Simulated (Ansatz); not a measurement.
# (BaO)1(NaCl)2 [001] superlattice, started as rocksalt type: phonons and vibrational spectra, part 3 of 3

Task: relax (BaO)1(NaCl)2 [001] superlattice, started as rocksalt type, then find its harmonic phonons.

Ansatz 0.2.0; DFT PBEsol, scalar-relativistic, plane waves, PAW.

So far. Step 4 (Tight relaxation): The largest force component left is 0.32 meV/Å and the pressure is 0.001 GPa, within the tolerances set. The cell now holds 21.35 Å³/atom. The relaxed cell has a = 3.848, c = 17.301 Å (conventional setting).

The structure was built from a prototype and need not be the compound's stable phase.

## 5. Linear response at the zone centre (continued)

Optical modes at the zone centre, without and with the macroscopic field of the longitudinal modes; each column is sorted by frequency, so a row need not hold one and the same mode. Modes with and without the field, by row:

```
rank among optical modes  no field (cm⁻¹)  q along (1, 0, 0) (cm⁻¹)  q along (0, 0, 1) (cm⁻¹)
                       1             38.9                      38.9                      54.9
                       2             54.9                      54.9                      54.9
                       3             54.9                      71.4                      81.2
                       4             81.2                      81.2                      81.2
                       5             81.2                      81.2                     117.4
                       6              123                       123                       123
                       7            129.4                     129.4                     129.4
                       8            129.4                       163                     129.4
                       9              163                     177.2                     200.6
                      10            200.6                     200.6                     200.7
                      11            200.7                     200.7                     200.7
                      12            200.7                     202.9                     202.9
                      13            202.9                     202.9                     202.9
                      14            202.9                       214                     205.1
                      15              214                     338.7                     256.7
```

Born charge (rows field, columns displacement) (e), principal values of the symmetric part by kind of site:

```csv
atom,atoms with these values,low,middle,high,mean
Ba1,1,1.97,2.86,2.86,2.56
Cl2,2,-1.36,-1.04,-1.04,-1.15
Na4,2,1.09,1.09,1.12,1.10
O6,1,-2.97,-2.97,-1.49,-2.47
```

In full for Na4:

```
1.09 0.00 0.00
0.00 1.09 0.00
0.00 0.00 1.12
```

High-frequency dielectric tensor:

```
3.26 0.00 0.00
0.00 3.26 0.00
0.00 0.00 3.06
```

Static dielectric tensor (ions relaxed, fixed cell):

```
29.55  0.00  0.00
 0.00 29.55  0.00
 0.00  0.00 63.77
```

Transverse modes. Lines of the infrared spectrum (strongest = 100):

```csv
position (cm⁻¹),lines merged,relative intensity
39,1,26
55,1,25
81,1,0.0
123,1,0.0
129,1,100
163,1,15
201,2,51
203,1,0.0
214,1,2.6
```

Activity x (w_L - w)^4 (n + 1)/w, 532 nm, 300 K; modes without the macroscopic field alone. Lines of the Raman spectrum (strongest = 100):

```
position (cm⁻¹)  lines merged  relative intensity
             39             1                 0.0
             55             1                 0.0
             81             1                 100
            123             1                  74
            129             1                 0.0
            163             1                 0.0
            201             2                  27
            203             1                  39
            214             1                 0.0
```

Before it was imposed, the acoustic sum rule was missed by 3.5e-4 eV/Å² and the charge sum rule by 0.0061 e. Small misses are needed for a sound result but don't prove that mesh and cutoff are converged. The lowest optical mode is real, 38.9 cm⁻¹.

## 6. Isotope substitution, element Ba, natural mass 137.327 amu

An isotope changes the mass and not the force constants, so no new electronic calculation is needed; the shifts show which modes move this element.

The same force constants with the mass of Ba changed from 137.327 to 133.905 u (phonopy, no LO-TO term). Both lists are sorted by frequency; levels can cross, so a row need not hold one and the same mode. Modes under 3 cm⁻¹ are left out. Isotope shifts, by row:

| q | rank | natural mass (cm⁻¹) | changed mass (cm⁻¹) |
| --- | --- | --- | --- |
| 0 0 0 | 4 | 38.85 | 38.87 |
| 0 0 0 | 5 | 54.85 | 55.19 |
| 0 0 0 | 6 | 54.85 | 55.19 |
| 0 0 0 | 7 | 81.21 | 81.21 |
| 0 0 0 | 8 | 81.21 | 81.21 |
| 0 0 0 | 9 | 123 | 123 |
| 0 0 0 | 10 | 129.4 | 129.4 |
| 0 0 0 | 11 | 129.4 | 129.4 |
| 0 0 0 | 12 | 163 | 163.7 |
| 0 0 0 | 13 | 200.6 | 200.6 |
| 0 0 0 | 14 | 200.7 | 200.7 |
| 0 0 0 | 15 | 200.7 | 200.7 |
| 0 0 0 | 16 | 202.9 | 202.9 |
| 0 0 0 | 17 | 202.9 | 202.9 |
| 0 0 0 | 18 | 214 | 214.3 |

A mode of this element alone would shift by +1.27 %. The highest zone-centre frequency without the field goes from 214.0 to 214.3 cm⁻¹ (+0.1 %). The product of the frequency ratios over all optical modes at Γ is 1.019; the product rule, (m/m′)^(3k/2) (M′/M)^(3/2) with k = 1 such atoms and M the mass of the cell, gives 1.019.

## 7. Another isotope, element Cl, natural mass 35.45 amu

The same for Cl, from 35.45 to 36.97 u.

The same force constants with the mass of Cl changed from 35.450 to 36.966 u (phonopy, no LO-TO term). Both lists are sorted by frequency; levels can cross, so a row need not hold one and the same mode. Modes under 3 cm⁻¹ are left out. Isotope shifts, by row:

```csv
q,rank,natural mass (cm⁻¹),changed mass (cm⁻¹)
0 0 0,4,38.85,38.84
0 0 0,5,54.85,54.46
0 0 0,6,54.85,54.46
0 0 0,7,81.21,80.14
0 0 0,8,81.21,80.14
0 0 0,9,123,122.8
0 0 0,10,129.4,129.1
0 0 0,11,129.4,129.1
0 0 0,12,163,160.7
0 0 0,13,200.6,196.8
0 0 0,14,200.7,199.4
0 0 0,15,200.7,199.4
0 0 0,16,202.9,201.3
0 0 0,17,202.9,201.3
0 0 0,18,214,213.8
```

A mode of this element alone would shift by -2.07 %. The highest zone-centre frequency without the field goes from 214.0 to 213.8 cm⁻¹ (-0.1 %). The product of the frequency ratios over all optical modes at Γ is 0.897; the product rule, (m/m′)^(3k/2) (M′/M)^(3/2) with k = 2 such atoms and M the mass of the cell, gives 0.897.

## 8. Isotope substitution, element O, natural mass 15.999 amu

The same for O, from 16.00 to 18.00 u.

A mode of this element alone would shift by -5.72 %. The highest zone-centre frequency without the field goes from 214.0 to 205.9 cm⁻¹ (-3.8 %). The product of the frequency ratios over all optical modes at Γ is 0.847; the product rule, (m/m′)^(3k/2) (M′/M)^(3/2) with k = 1 such atoms and M the mass of the cell, gives 0.847.

## 9. Summary of results

```yaml
space_group_after_relaxation_within_0p01_a: I4/mmm
volume_per_atom: 21.3 Å³
gap_on_the_k_mesh: 2.57 eV
highest_optical_mode_at_the_zone_centre_no_lo_to_term: 214 cm⁻¹
top_of_the_zone_centre_spectrum_with_the_field: 339 cm⁻¹
lowest_optical_zone_centre_mode: 38.9 cm⁻¹
mean_high_frequency_dielectric_constant: 3.19
mean_static_dielectric_constant: 41.0
largest_born_charge_third_of_the_trace: 2.56 e
imaginary_modes_at_gamma_the_only_wavevector_solved: none
```

**Reading.** The structure is stable against zone-centre distortions, since no mode there is imaginary; other wavevectors were not solved, so zone-boundary instabilities are untested. Without the field, the optical modes at Γ span 39 to 214 cm⁻¹. No dispersion was computed. The highest mode in this list at Γ, 214.0 cm⁻¹, has its largest share on O (67 % of the kinetic energy). With the macroscopic field of the longitudinal modes the top of the zone-centre spectrum lies at 339 cm⁻¹, against 214 cm⁻¹ without it. Lattice motion raises the mean dielectric constant from 3.193 to 40.95. The strongest infrared line is at 129 cm⁻¹. Averaged over orientations, the strongest Raman line at 532 nm and 300 K is at 81 cm⁻¹. Spin-orbit coupling is left out, which can matter for the heavy elements here. The starting cell was built on a prototype and not taken from a measurement, so the phase need not exist. These are harmonic frequencies at zero temperature: anharmonic shifts, linewidths and thermal expansion are left out.

[Logs are printed without paths, hosts, clocks, repeated set-up lines and the standing remarks that a program may print on its own settings, such as how far it seeks lower states.]

[Hosts, paths, dates, database ids (printed as entryN), source tags and the programs' standing remarks are cut or masked in the printed files.]
